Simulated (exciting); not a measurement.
# Core excitons at the Ta L₃ edge of Li3TaO4, part 2 of 2

Wanted: the near-edge spectrum and the bound core excitons at the Ta L₃ edge of Li3TaO4.

exciting sodium; X-ray absorption, core-level Bethe-Salpeter equation, exchange and statically screened direct term, Tamm-Dancoff, all-electron LAPW+lo LDA.

So far. Step 5 (Independent particles): Maxima (height): 3.4 eV (0.88). The spectrum differs from the singlet run by 60 % r.m.s. Moving the earlier curve by +4.2 eV leaves 14 %. The highest maximum lies at 3.4 eV (0.88), against -0.6 eV (1.00). Step 6 (Exchange alone): Maxima (height): 3.4 eV (0.88). The spectrum is that of the independent-particle run within 1 %.

**8. Coarser mesh**

Changed against the first singlet run: k mesh from 3×3×4 to 2×2×3.

File input.xml:

```
<input>
  <title>Li3TaO4</title>
  <structure speciespath="." autormt="false" epslat="1.0e-5">
    <crystal>
      <basevect>-3.9018970528 3.9018970528 8.2372764915</basevect>
      <basevect>3.9018970528 -3.9018970528 8.2372764915</basevect>
      <basevect>3.9018970528 3.9018970528 -8.2372764915</basevect>
    </crystal>
    <species speciesfile="Ta.xml" rmt="2.058">
      <atom coord="0.0000000000 0.0000000000 0.0000000000"/>
    </species>
    <species speciesfile="O.xml" rmt="1.492">
      <atom coord="0.2221410000 0.2221410000 0.0000000000"/>
      <atom coord="0.5000000000 0.0000000000 0.5000000000"/>
      <atom coord="0.7778590000 0.7778590000 0.0000000000"/>
      <atom coord="0.0000000000 0.5000000000 0.5000000000"/>
    </species>
    <species speciesfile="Li.xml" rmt="2.163">
      <atom coord="0.7500000000 0.2500000000 0.5000000000"/>
      <atom coord="0.2500000000 0.7500000000 0.5000000000"/>
      <atom coord="0.5000000000 0.5000000000 0.0000000000"/>
    </species>
  </structure>
  <groundstate do="skip" xctype="LDA_PW" ngridk="4 4 4" rgkmax="6.5" gmaxvr="14" nempty="8" swidth="0.001" maxscl="100" epsengy="1e-5"/>
  <xs xstype="BSE" ngridk="2 2 3" ngridq="2 2 3" vkloff="0.097 0.273 0.493" rgkmax="6.5" nempty="36" gqmax="3" lmaxapwwf="5" lmaxemat="3" broad="0.08967" tevout="true">
    <energywindow intv="358.313 359.930" points="439"/>
    <screening screentype="full" nempty="58"/>
    <BSE xas="true" xasspecies="1" xasatom="1" xasedge="L3" bsetype="singlet" nstlxas="1 32"/>
    <qpointset>
      <qpoint>0 0 0</qpoint>
    </qpointset>
    <plan>
      <doonly task="xsgeneigvec"/>
      <doonly task="writepmatxs"/>
      <doonly task="scrgeneigvec"/>
      <doonly task="scrwritepmat"/>
      <doonly task="screen"/>
      <doonly task="scrcoulint"/>
    </plan>
  </xs>
</input>
```

File input.xml for the exchange start (cutoff and plan only):

```
  gqmax="2"
  <plan>
    <doonly task="exccoulint"/>
  </plan>
```

File input.xml for the last start (plan only):

```
  <plan>
    <doonly task="bse"/>
  </plan>
```

The run is started by

```sh
OMP_NUM_THREADS=1 mpirun -n 4 exciting
OMP_NUM_THREADS=1 mpirun -n 4 exciting
OMP_NUM_THREADS=4 exciting
```

Numbers of over 12 decimals in the logs are rounded to 6 here.

Output:

```text
| EXCITING SODIUM started for task xsgeneigvec ( 301)                          =
One-shot GS runs for BSE calculations
One-shot GS runs for k+qmt/2 grids
Info(xsgeneigvec): Generating eigenvectors for Q-point      1
Info(xsgeneigvec): Generation of eigenvectors finished
| EXCITING SODIUM started for task writepmatxs ( 320)                          =
Info(writepmatxs): Momentum matrix elements finished
| EXCITING SODIUM started for task scrgeneigvec ( 401)                         =
One-shot GS runs for BSE calculations
One-shot GS runs for k+qmt/2 grids
[...]
Info(setup_bse_block): Setting up RR part of hamiltonian
Info(setup_bse_block): Singlet spin state
Info(bse): Diagonalizing RR Hamiltonian (TDA)
Info(bse): Invoking Lapack routine ZHEEVR
      1536 eigen solutions found in the interval:
         i1=       1 i2=    1536
Info(bse): Writing excition energies and oscillator strengths to text file.
Info(makespectrum_dist): Making spectrum using formula for coupling with time reversed AR basis.
Info(makespectrum_dist): Using formalism for vanishing momentum transfer.
Info(writederived): Writing quantities derived from the macroscopic dielectric function.
Info(bselauncher): Spectrum finished for iqmt=  1
Info(bselauncher): All done for BSE type singlet
```

Run time: 9.3 min. Hardware: 4 MPI ranks of Intel Xeon at 2.70GHz, shared host.

These settings are cheaper. Against the singlet run the r.m.s. difference is 1 %. The first bright state moves from -1.97 to -1.94 eV. The lowest bare transition of this run lies at 0.39 eV, against 0.11. A coarse mesh samples few band energies, and it inflates the long-range part of the attraction.

| E (eV) | first run | this run |
| --- | --- | --- |
| -11.0 | 0.07 | 0.07 |
| -10.0 | 0.08 | 0.08 |
| -9.0 | 0.10 | 0.10 |
| -8.0 | 0.13 | 0.13 |
| -7.0 | 0.17 | 0.16 |
| -6.0 | 0.22 | 0.22 |
| -5.0 | 0.30 | 0.30 |
| -4.0 | 0.43 | 0.42 |
| -3.0 | 0.63 | 0.61 |
| -2.0 | 0.84 | 0.83 |
| -1.0 | 0.98 | 0.98 |
| 0.0 | 0.99 | 0.99 |
| 1.0 | 0.93 | 0.94 |
| 2.0 | 0.86 | 0.86 |
| 3.0 | 0.74 | 0.75 |
| 4.0 | 0.60 | 0.61 |
| 5.0 | 0.49 | 0.50 |
| 6.0 | 0.41 | 0.42 |
| 7.0 | 0.35 | 0.35 |
| 8.0 | 0.30 | 0.30 |
| 9.0 | 0.27 | 0.27 |
| 10.0 | 0.25 | 0.25 |
| 11.0 | 0.24 | 0.24 |
| 12.0 | 0.22 | 0.22 |
| 13.0 | 0.20 | 0.20 |
| 14.0 | 0.18 | 0.18 |
| 15.0 | 0.17 | 0.17 |
| 16.0 | 0.15 | 0.15 |
| 17.0 | 0.14 | 0.14 |
| 18.0 | 0.14 | 0.14 |
| 19.0 | 0.13 | 0.14 |
| 20.0 | 0.13 | 0.14 |
| 21.0 | 0.13 | 0.13 |
| 22.0 | 0.13 | 0.14 |
| 23.0 | 0.13 | 0.14 |

**9. From independent particles to the full kernel**

| level | curve passes 0.15 (eV) | highest maximum (eV) | its height |
| --- | --- | --- | --- |
| IP | -3.1 | 3.4 | 0.88 |
| RPA | -3.1 | 3.4 | 0.88 |
| singlet | -7.3 | -0.6 | 1.00 |

| E (eV) | IP | RPA | singlet |
| --- | --- | --- | --- |
| -11.0 | 0.04 | 0.04 | 0.07 |
| -10.0 | 0.04 | 0.04 | 0.08 |
| -9.0 | 0.05 | 0.05 | 0.10 |
| -8.0 | 0.06 | 0.06 | 0.13 |
| -7.0 | 0.07 | 0.07 | 0.17 |
| -6.0 | 0.08 | 0.08 | 0.22 |
| -5.0 | 0.10 | 0.10 | 0.30 |
| -4.0 | 0.12 | 0.12 | 0.43 |
| -3.0 | 0.16 | 0.16 | 0.63 |
| -2.0 | 0.21 | 0.21 | 0.84 |
| -1.0 | 0.29 | 0.29 | 0.98 |
| 0.0 | 0.41 | 0.41 | 0.99 |
| 1.0 | 0.57 | 0.57 | 0.93 |
| 2.0 | 0.75 | 0.75 | 0.86 |
| 3.0 | 0.87 | 0.87 | 0.74 |
| 4.0 | 0.86 | 0.86 | 0.60 |
| 5.0 | 0.78 | 0.78 | 0.49 |
| 6.0 | 0.71 | 0.71 | 0.41 |
| 7.0 | 0.66 | 0.66 | 0.35 |
| 8.0 | 0.62 | 0.62 | 0.30 |
| 9.0 | 0.58 | 0.58 | 0.27 |
| 10.0 | 0.52 | 0.52 | 0.25 |
| 11.0 | 0.45 | 0.45 | 0.24 |
| 12.0 | 0.39 | 0.39 | 0.22 |
| 13.0 | 0.35 | 0.35 | 0.20 |
| 14.0 | 0.31 | 0.31 | 0.18 |
| 15.0 | 0.28 | 0.28 | 0.17 |
| 16.0 | 0.25 | 0.25 | 0.15 |
| 17.0 | 0.22 | 0.22 | 0.14 |
| 18.0 | 0.20 | 0.20 | 0.14 |
| 19.0 | 0.19 | 0.19 | 0.13 |
| 20.0 | 0.18 | 0.18 | 0.13 |
| 21.0 | 0.18 | 0.18 | 0.13 |
| 22.0 | 0.18 | 0.18 | 0.13 |
| 23.0 | 0.18 | 0.18 | 0.13 |

**10. Outcome**

```yaml
absorber_and_edge: Ta L₃, atom 1
surroundings: 2 O at 1.94 Å and 4 O at 2.06 Å (distorted octahedral, site symmetry 4/mmm)
first_bright_state: -1.97 eV from the Kohn–Sham onset, on this mesh
highest_maximum: -0.6 eV
cost_of_the_bse_run: 50 min on 4 MPI ranks of Intel Xeon at 2.70GHz, shared host; the last task ran on as many threads
```

What this shows: Is a core exciton bound? Yes on this mesh: the first bright state (over 5 % of the brightest) lies at -1.97 eV from the Kohn–Sham onset and at -2.08 eV from the lowest bare transition of its own mesh. Exchange alone changes the independent-particle spectrum by 0.0 % r.m.s. A mesh of 36 points doesn't converge binding energies, and fine structure above the first lines is partly noise of the mesh. The kernel cutoff is low for a compact core orbital, so the effect of exchange is a lower bound. The zero comes from the unshifted 4×4×4 ground-state mesh; it is exact only where the band minimum lies on that mesh. The conduction states carry no spin here, so the exchange coupling to the spinor core hole is only partly held. This core level is treated alone, with no coupling to its spin–orbit partner. The Kohn–Sham onset, 9762 eV, is no photon energy (tabulated edge of the element: 9881 eV): the scale needs a rigid shift. No quasiparticle correction widens the gap or stretches the bands. Vibrations and energy-dependent lifetimes are left out. The structure is a Materials Project entry, computed there, and may be a hypothetical form.

[Banner, clock and machine lines of the logs are left out without a mark of their own.]

[Logs are printed without paths, hosts, clocks, repeated set-up lines and the standing remarks that a program may print on its own settings, such as how far it seeks lower states.]

[Hosts, paths, dates, database ids (printed as entryN), source tags and the programs' standing remarks are cut or masked in the printed files.]
